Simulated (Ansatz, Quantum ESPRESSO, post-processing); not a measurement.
# Work function of relaxed Ti(0001) under two functionals, part 3 of 3

Aim: the work function of the relaxed basal face of Ti, and how far the functional matters.

Quantum ESPRESSO 7.5; plane-wave DFT, PBE, GBRV ultrasoft pseudopotentials; geometry and cross-check by Ansatz 0.2.0 with PAW datasets.

So far. Step 2 (Geometry from Ansatz of (0001)): The relaxation lowers the energy by 18 meV an atom. Held were the atoms numbered 3 and 4; the forces quoted are those on the free ones.

## 5. Ground state of (0001), PBEsol

The same atoms under a second functional.

Level of this step: plane-wave DFT, PBEsol, GBRV ultrasoft pseudopotentials (Quantum ESPRESSO 7.5).

Contents of 0001.pbesol.in:

```
&control
  prefix = '0001.pbesol'
  outdir = './out'
  pseudo_dir = './pseudo'
  calculation = 'scf'
  tprnfor = .true.
/
&system
  ibrav = 0
  nat = 6
  ntyp = 1
  ecutwfc = 40
  ecutrho = 200
  occupations = 'smearing'
  smearing = 'mv'
  degauss = 0.02
/
&electrons
  conv_thr = 1e-07
  mixing_beta = 0.4
  electron_maxstep = 120
  mixing_mode = 'local-TF'
/
ATOMIC_SPECIES
  Ti  47.8670  ti_pbesol_v1.4.uspp.F.UPF
CELL_PARAMETERS angstrom
  2.95000000002073 0.00000000000000 0.00000000000000
  1.47500000001037 2.55477494118205 0.00000000000000
  0.00000000000000 0.00000000000000 27.71150000000000
ATOMIC_POSITIONS crystal
  Ti  0.666666666667 0.666666666667 0.293785339045
  Ti  0.000000000000 -0.000000000000 0.372034931735
  Ti  0.666666666667 0.666666666667 0.457737762300
  Ti  0.000000000000 0.000000000000 0.542262237700
  Ti  0.666666666667 0.666666666667 0.627965063962
  Ti  0.000000000000 -0.000000000000 0.706214661749
K_POINTS automatic
  12 12 1 0 0 0
```

Run with:

```console
OMP_NUM_THREADS=1 mpirun -n 2 pw.x -nk 2 -in 0001.pbesol.in > 0001.pbesol.out
```

Output:

```text
[banner, memory and clock lines left out]
Program PWSCF v.7.5 starts
[...]
Message from routine setup:
[...]
number of electrons       =        72.00
     number of Kohn-Sham states=           43
     kinetic-energy cutoff     =      40.0000  Ry
     charge density cutoff     =     200.0000  Ry
[...]
number of k points=    19  Marzari-Vanderbilt smearing, width (Ry)=  0.0200
[...]
Dense  grid:    67483 G-vectors     FFT dimensions: (  27,  27, 240)
[...]
negative rho (up, down):  1.357E-02 0.000E+00
     Starting wfcs are   60 randomized atomic wfcs
[...]
negative rho (up, down):  1.602E-02 0.000E+00
[...]
estimated scf accuracy    <       3.99343068 Ry
[...]
negative rho (up, down):  2.847E-02 0.000E+00
[...]
estimated scf accuracy    <       1.69844966 Ry
[...]
negative rho (up, down):  2.400E-02 0.000E+00
[...]
estimated scf accuracy    <       0.08010179 Ry
[...]
negative rho (up, down):  2.337E-02 0.000E+00
[...]
estimated scf accuracy    <       0.01045986 Ry
[...]
negative rho (up, down):  2.135E-02 0.000E+00
[...]
estimated scf accuracy    <       0.00373630 Ry
[...]
negative rho (up, down):  1.931E-02 0.000E+00
[...]
estimated scf accuracy    <       0.00132580 Ry
[...]
negative rho (up, down):  1.907E-02 0.000E+00
[...]
estimated scf accuracy    <       0.00198562 Ry
[...]
negative rho (up, down):  1.541E-02 0.000E+00
[...]
estimated scf accuracy    <       0.00143773 Ry
[...]
negative rho (up, down):  1.243E-02 0.000E+00
[...]
estimated scf accuracy    <       0.00077894 Ry
[...]
negative rho (up, down):  9.604E-03 0.000E+00
[...]
estimated scf accuracy    <       0.00020301 Ry
[...]
negative rho (up, down):  9.399E-03 0.000E+00
[...]
estimated scf accuracy    <       0.00006238 Ry
[...]
negative rho (up, down):  8.940E-03 0.000E+00
[...]
estimated scf accuracy    <       0.00000600 Ry
[...]
negative rho (up, down):  8.872E-03 0.000E+00
[...]
estimated scf accuracy    <       0.00001236 Ry
[...]
negative rho (up, down):  8.807E-03 0.000E+00
[...]
estimated scf accuracy    <       0.00000902 Ry
[...]
negative rho (up, down):  8.790E-03 0.000E+00
[...]
estimated scf accuracy    <       0.00000014 Ry
[...]
negative rho (up, down):  8.780E-03 0.000E+00
[...]
estimated scf accuracy    <       0.00000182 Ry
[...]
negative rho (up, down):  8.778E-03 0.000E+00
[...]
estimated scf accuracy    <       0.00000014 Ry
[...]
negative rho (up, down):  8.777E-03 0.000E+00
[...]
the Fermi energy is     4.5075 ev
!    total energy              =    -714.71993889 Ry
     estimated scf accuracy    <       0.00000005 Ry
     smearing contrib. (-TS)   =      -0.00256802 Ry
     internal energy E=F+TS    =    -714.71737087 Ry
[...]
one-electron contribution =   -5634.87264735 Ry
     hartree contribution      =    2817.78308868 Ry
     xc contribution           =    -107.00937308 Ry
     ewald contribution        =    2209.38156088 Ry
     convergence has been achieved in  18 iterations
     negative rho (up, down):  8.777E-03 0.000E+00
[...]
Total force =     0.018933     Total SCF correction =     0.000595
[...]
```

Elapsed: 78 s, on 2 MPI ranks of AMD EPYC 7R32 (Zen 2), shared host; peak memory 0.44 GiB; 2.6 min of CPU time.

Read from the output:

| Item | Value |
| --- | --- |
| free energy | -9724.2602 eV |
| Fermi energy | 4.508 eV |

## 6. Potential by pp.x of (0001)

Contents of 0001.pbesol.pot.in:

```
&inputpp
  prefix = '0001.pbesol'
  outdir = './out'
  filplot = '0001.pbesol.pot.dat'
  plot_num = 11
/
```

Run with:

```console
OMP_NUM_THREADS=1 mpirun -n 2 pp.x -in 0001.pbesol.pot.in > 0001.pbesol.pot.out
```

It took 1.6 s on 2 MPI ranks; peak memory 0.14 GiB; 2.8 s of CPU time.

Read from the output:

```
work function of the upper face                                       : 4.476 eV
slope of the potential above                                          : 0.001191 eV/Å
upper vacuum line continued to the top atoms, over the Fermi level    : 4.470 eV
work function of the lower face                                       : 4.477 eV
slope of the potential below                                          : -8.86e-4 eV/Å
lower vacuum line continued to the bottom atoms, over the Fermi level : 4.472 eV
```

On (0001) the work function under PBEsol lies +0.06 eV from PBE's.

## 7. The series side by side

All levels:

```csv
level,work function (eV),"Ansatz, PBE (eV)",CPU time (s)
"(0001), PBE",4.413,4.372,153.7
"(0001), PBEsol",4.476,-,156.4
```

## 8. A check by hand

For (0001) under PBE, on the run's own zero: φ = 9.016 − (4.603) = 4.413 eV.

## 9. Outcome

```json
{
  "work function of (0001), PBE": "4.41 eV",
  "work function of (0001), PBEsol": "4.48 eV"
}
```

In words: Under PBE the work function is 4.41 eV on (0001). PBEsol lies +0.06 eV from PBE on the same atoms. The top two spacings change by -7.4 and +1.4 % on (0001). Ansatz, with Fermi-Dirac smearing and its own datasets, agrees within 0.04 eV under PBE. The slabs are thin and unreconstructed, at the tabulated lattice constant; thickness and mesh leave some 0.05 to 0.1 eV open.

Computed beside measured:

| quantity | measured | (0001), PBE |
| --- | --- | --- |
| work function, loosely compared (polycrystalline sample, no single face) (eV) | 4.33 | 4.41 (+0.08 eV) |

Measured values from arxiv:1902.07811 (2019).

Verdict: The work function, set beside that of the polycrystal, is off by +0.08 eV. A polycrystal averages over faces, so this is a loose comparison.

[Logs are printed without paths, hosts, clocks, repeated set-up lines and the standing remarks that a program may print on its own settings, such as how far it seeks lower states.]

[Hosts, paths, dates, database ids (printed as entryN), source tags and the programs' standing remarks are cut or masked in the printed files.]

[Maps of the electrostatic potential energy from Ansatz leave out the sawtooth potential of an applied field or a dipole correction, so their vacuum need not be flat; planar profiles and work functions include it.]
